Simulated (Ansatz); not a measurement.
# Direct or indirect: InP (F-43m)

```
In P
1.0
     0.00000    2.93050    2.93050
     2.93050    0.00000    2.93050
     2.93050    2.93050    0.00000
In P
1 1
Direct
  0.00000 0.00000 0.00000
  0.75000 0.75000 0.75000
```

Method: Ansatz, PBE, independent particles, without spin-orbit coupling, line width 0.15 eV (Gaussian). The band structure gives a fundamental gap of 0.71 eV. The spectrum of vertical transitions near the edge:

```csv
E (eV),"Im ε, E ∥ xyz"
0.24,0.00
0.36,0.00
0.48,0.01
0.60,0.09
0.72,0.42
0.84,0.89
0.96,1.23
1.08,1.44
1.20,1.61
1.32,1.77
1.44,1.92
1.56,2.08
1.68,2.29
1.80,2.54
1.92,2.88
2.04,3.37
```

Problem. Is the gap direct or indirect, and about where do vertical transitions set in?

Solution. Direct: the band path has its least direct gap at the fundamental one, 0.71 eV, and the curves rise from there. Lines are broadened by 0.15 eV, which spreads the edge.

[Logs are printed without paths, hosts, clocks, repeated set-up lines and the standing remarks that a program may print on its own settings, such as how far it seeks lower states.]
